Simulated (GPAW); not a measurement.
## Collinear magnetic orders of 1 ML Ni on Ta(110), 1 substrate layers with GPAW

Wanted: the moments of 1 ML Ni on Ta(110), 1 substrate layers and the energy of each order that was tried.

Program: GPAW 26.7.0. Level of theory: LDA; plane waves with GPAW's PAW setups, scalar-relativistic. Values are calculated unless marked as measured.

## Step 1: The structure

The cell holds 2 atoms: 1 Ta and 1 Ni. Cell: a = 2.860 Å, b = 2.860 Å, c = 16.098 Å, α = 90.0°, β = 90.0°, γ = 109.5°. pseudomorphic film on the measured substrate lattice, hard-sphere layer spacings, unrelaxed, 14 A of vacuum. Vacuum lies along c.

## Step 2: Run 1 (ferro +)

The parallel start comes first: it fits the smallest cell, keeps the most symmetry and shows whether parallel moments form.

The input, order1.py:

```python
import json
import numpy as np
from ase import Atoms
from ase.parallel import paropen, parprint
from gpaw import GPAW

atoms = Atoms(['Ta', 'Ni'],
    cell=[[1.65128, -2.335263, 0.0],
         [1.65128, 2.335263, 0.0],
         [0.0, 0.0, 16.0982]],
    scaled_positions=[[0.0, 0.0, 0.434831],
         [0.5, 0.5, 0.565169]],
    pbc=True,
    magmoms=[0.0, 1.0])
atoms.calc = GPAW(mode={'name': 'pw', 'ecut': 550},
    xc='LDA',
    kpts={'size': (10, 10, 1), 'gamma': True},
    occupations={'name': 'fermi-dirac', 'width': 0.05},
    convergence={'density': 1e-05, 'energy': 1e-05},
    maxiter=200,
    symmetry={'tolerance': 1e-4},
    txt='order1.txt')
e = atoms.get_potential_energy(force_consistent=True)
res = {'free_energy': e, 'energy_sigma0': atoms.get_potential_energy(), 'fermi_energy': atoms.calc.get_fermi_level()}
res['moments'] = atoms.get_magnetic_moments().tolist()
res['total'] = atoms.get_magnetic_moment()
parprint('site moments (muB):', np.round(res['moments'], 3))
parprint(f"total moment: {res['total']:.3f} muB")
parprint(f'free energy: {e:.6f} eV')
atoms.calc.write('order1.gpw')
with paropen('results.json', 'w') as f:
    json.dump(res, f)
```

The run is started by

```
OMP_NUM_THREADS=1 mpirun -n 2 gpaw python order1.py > order1.log
```

The program printed:

```text
site moments (muB): [-0.  0.]
total moment: 0.000 muB
free energy: -16.274483 eV

--- order1.txt ---
Input parameters:
  mode=PW(ecut=550),
  convergence={'density': 1e-05, 'energy': 1e-05},
  kpts=MonkhorstPack(size=(10, 10, 1), gamma=True),
  maxiter=200,
  occupations=Occupations(name='fermi-dirac', width=0.05),
  symmetry=Symmetry(tolerance=0.0001),
  xc=XC(name='LDA')

Diagonalizing LCAO Hamiltonian
Converting LCAO to pw mode

           Ni

       Ta

Atoms  # Å, Bohr magnetons
|   | symbol |        x |        y |        z |    initial magnetic moments |
|---|--------|----------|----------|----------|-----------------------------|
| 0 |     Ta | 0.000000 | 0.000000 | 6.999996 | ( 0.0000,  0.0000,  0.0000) |
| 1 |     Ni | 1.651280 | 0.000000 | 9.098204 | ( 0.0000,  0.0000,  1.0000) |

Unit cell  # Å
| periodic |        x |         y |         z |   lengths |     angles |
|----------|----------|-----------|-----------|-----------|------------|
|      yes | 1.651280 | -2.335263 |  0.000000 |  2.860101 |  90.000000 |
|      yes | 1.651280 |  2.335263 |  0.000000 |  2.860101 |  90.000000 |
|      yes | 0.000000 |  0.000000 | 16.098200 | 16.098200 | 109.471231 |

Number of symmetries: 4

BZ-sampling:
  Number of BZ points: 100
  Number of IBZ points: 31

  Monkhorst-Pack size: [10, 10, 1]
  Monkhorst-Pack shift: [0.05, 0.05, 0.0]

K-points  # in reciprocal-cell coordinates
|     |                                coordinates |     weight |
|-----|--------------------------------------------|------------|
|   0 | (  0.00000000,   0.00000000,   0.00000000) | 0.01000000 |
|   1 | (  0.10000000,  -0.10000000,   0.00000000) | 0.02000000 |
|   2 | (  0.10000000,   0.00000000,   0.00000000) | 0.04000000 |
|   3 | (  0.10000000,   0.10000000,   0.00000000) | 0.02000000 |
|   4 | (  0.20000000,  -0.20000000,   0.00000000) | 0.02000000 |
|   5 | (  0.20000000,  -0.10000000,   0.00000000) | 0.04000000 |
|   6 | (  0.20000000,   0.00000000,   0.00000000) | 0.04000000 |
|   7 | (  0.20000000,   0.10000000,   0.00000000) | 0.04000000 |
|   8 | (  0.20000000,   0.20000000,   0.00000000) | 0.02000000 |
|   9 | (  0.30000000,  -0.30000000,   0.00000000) | 0.02000000 |
| ... |                                            |            |
|  30 | (  0.50000000,   0.50000000,   0.00000000) | 0.01000000 |

Plane wave coefficients: 3681
Cutoff: 550.0 eV

Spin-components: 2 (collinear spins)
Bands:           22
Projectors:      12
Spin-degeneracy: 1
Datatype:        complex128

Parallelization:
  kpt:    2
  domain: 1
  band:   1

Density:
  Valence electrons: 29.0
  Components: 2
  Grid points: [16 16 90]
  Charge: 0.0  # |e|

Potential:
  Grid points: [16 16 90]

species:
  Ta:
    name:    Tantalum
    Z:       73.0
    valence: 13
    core:    60
    charge:  0.0  # [|e|]
    compensation charges:
      type: gauss
      rc: 0.42  # [Å]
      lmax: 2
    cutoffs:
      filter: 2.36  # [Å]
      core: 3.45  # [Å]
    projectors
    | kind |    occ | energy [eV] | rcut [Å] |
    |------|--------|-------------|----------|
    |   5s |  2.000 |     -72.979 |    1.365 |
    |   6s |  2.000 |      -5.599 |    1.365 |
    |   5p |  6.000 |     -39.590 |    1.349 |
    |   6p |  0.000 |      -1.483 |    1.349 |
    |   5d |  3.000 |      -3.794 |    1.307 |
    |    d |        |      23.417 |    1.307 |

    Using partial waves for Ta as LCAO basis

  Ni:
    name:    Nickel
    Z:       28.0
    valence: 16
    core:    12
    charge:  0.0  # [|e|]
    compensation charges:
      type: gauss
      rc: 0.36  # [Å]
      lmax: 2
    cutoffs:
      filter: 2.14  # [Å]
      core: 1.98  # [Å]
    projectors
    | kind |    occ | energy [eV] | rcut [Å] |
    |------|--------|-------------|----------|
    |   4s |  2.000 |      -5.858 |    1.164 |
    |   3p |  6.000 |     -71.266 |    1.207 |
    |   4p |  0.000 |      -1.338 |    1.207 |
    |   3d |  8.000 |      -9.141 |    1.138 |
    |    s |        |      21.353 |    1.164 |
    |    d |        |      18.071 |    1.138 |

    Using partial waves for Ni as LCAO basis

Reference energy: -465222.915452  # eV

eigensolver:
  PPCG
  Converge bands: occupied
  niter=2

density mixing:
  MSR1-Mixer
  Pratt-step length: 0.05
  Maximum mixing coefficient: 0.75
  Old densities: 10
  SVD Regularization: 0.005
  Good broyden scale: 1.0
  Trust region scale: 1.0
  Backstep threshold: 4.0
  History deletion threshold: 6.0
  Fourier metric: weight=20.0, sigma=0.015

occupation numbers:
  Fermi-Dirac:
    width: 0.0500  # eV

poisson solver:
  ecut: 4400.0  # eV

xc functional:
  name: None

convergence criteria:
- Maximum integral of absolute [dens]ity change: 1e-05 electrons / valence electron
- Maximum [total energy] change in last 3 cyles: 1e-05 eV / valence electron
- Maximum integral of absolute [eigenst]ate change: 4e-08 eV^2 / valence electron
maximum number of iterations: 200

SCF iterations
|iter     |      energy | eigst |  dens |  magmom |
|---------|-------------|-------|-------|---------|
|iter:   1|       0s |  -18.595170 | +0.22 |       |  +1.0010|
|iter:   2|       5s |  -16.950143 | -1.08 | -0.88 |  +0.9561|
|iter:   3|      10s |  -16.533381 | -1.66 | -1.05 |  +0.8836|
|iter:   4|      15s |  -16.265656 | -1.31 | -1.17 |  +0.7284|
|iter:   5|      20s |  -16.228388 | -2.39 | -1.45 |  +0.6506|
|iter:   6|      25s |  -16.251973 | -2.22 | -1.58 |  +0.4835|
|iter:   7|      29s |  -16.294806 | -2.48 | -1.72 |  +0.3425|
|iter:   8|      34s |  -16.280735 | -2.63 | -1.69 |  +0.2851|
|iter:   9|      39s |  -16.259557 | -3.19 | -1.77 |  +0.2331|
|iter:  10|      44s |  -16.260700 | -3.20 | -2.06 |  +0.1536|
|iter:  11|      49s |  -16.260179 | -3.70 | -2.16 |  +0.0802|
|iter:  12|      54s |  -16.260637 | -4.26 | -2.68 |  +0.0448|
|iter:  13|      58s |  -16.260662 | -4.85 | -2.80 |  +0.0282|
|iter:  14|      63s |  -16.260703c| -5.88 | -3.28 |  +0.0256|
|iter:  15|      68s |  -16.260714c| -6.07 | -3.52 |  +0.0145|
|iter:  16|      73s |  -16.260713c| -6.51 | -3.67 |  +0.0114|
|iter:  17|      77s |  -16.260721c| -6.46 | -3.77 |  +0.0032|
|iter:  18|      82s |  -16.260724c| -7.29 | -4.13 |  +0.0004|
|iter:  19|      86s |  -16.260723c| -7.79c| -4.58 |  +0.0004|
|iter:  20|      88s |  -16.260723c| -8.13c| -5.04c|  +0.0001|

Converged in 20 steps
Energy contributions relative to reference atoms: (reference = -465222.915452)

Energy contributions:
  Kinetic:         -10.702096
  Coulomb:           8.871322
  Zero:             -0.155645
  External:          0.000000
  Xc:              -14.260545
  Entropy:          -0.027520
  Spinorbit:         0.000000
  ----------------------------
  Free energy:     -16.274483
  Extrapolated:    -16.260723

dipole moment: (-11.914980, 0.000000, 0.034780)  # |e|*Ang

Total magnetic moment: (0.000000, 0.000000, 0.000077)

Local magnetic moments
|        x |        y |         z |
|----------|----------|-----------|
| 0.000000 | 0.000000 | -0.000005 |  # Ta   0
| 0.000000 | 0.000000 |  0.000023 |  # Ni   1

Fermi level: -1.044
Eigenvalues  # (at kpt = [0.000, 0.000, 0.000])
| band index |      eig [eV] | occ [0-1] |      eig [eV] | occ [0-1] |
|------------|---------------|-----------|---------------|-----------|
|          0 |       -68.899 |     1.000 |       -68.899 |     1.000 |
|        ... |               |           |               |           |
|          8 |        -4.918 |     1.000 |        -4.918 |     1.000 |
|          9 |        -2.784 |     1.000 |        -2.784 |     1.000 |
|         10 |        -2.237 |     1.000 |        -2.237 |     1.000 |
|         11 |        -2.152 |     1.000 |        -2.151 |     1.000 |
|         12 |        -1.937 |     1.000 |        -1.937 |     1.000 |
|         13 |        -1.749 |     1.000 |        -1.749 |     1.000 |
|         14 |        -1.668 |     1.000 |        -1.668 |     1.000 |
|         15 |        -1.198 |     0.956 |        -1.198 |     0.956 |
|         16 |         0.153 |     0.000 |         0.153 |     0.000 |
|         17 |         1.986 |     0.000 |         1.986 |     0.000 |
|         18 |         2.290 |     0.000 |         2.290 |     0.000 |
|         19 |         2.761 |     0.000 |         2.761 |     0.000 |
|         20 |         3.521 |     0.000 |         3.521 |     0.000 |
|         21 |         3.732 |     0.000 |         3.732 |     0.000 |

No gap
No difference between direct/indirect transitions
```

Wall time 98 s (2 MPI ranks of Arm Neoverse N1, shared host); peak memory 0.51 GiB.

Read from the output:

```
final state : non-magnetic
```

After 20 cycles the seed has died away: no moment is left.

(Continued in part 2 of 2.)

[Long decimals in the printed logs are rounded to 6 places.]

[Logs and program files are shortened in this print: banners, set-up blocks, solver, clock and traceback lines can be left out without a mark of their own.]

[Logs are printed without paths, hosts, clocks, repeated set-up lines and the standing remarks that a program may print on its own settings, such as how far it seeks lower states.]

[Hosts, paths, dates, database ids (printed as entryN), source tags and the programs' standing remarks are cut or masked in the printed files.]

[Where the starting crystal was built by hand or by swapping elements, it need not be the compound's stable phase.]

[Where a cell is said to come from a database of computed structures, the database is the Materials Project.]

[Runs that the program refused, that were killed for memory or that had too few empty states are not shown or counted.]

[Lattice constants of own cells that a recipe calls measured were typed without a cited source.]
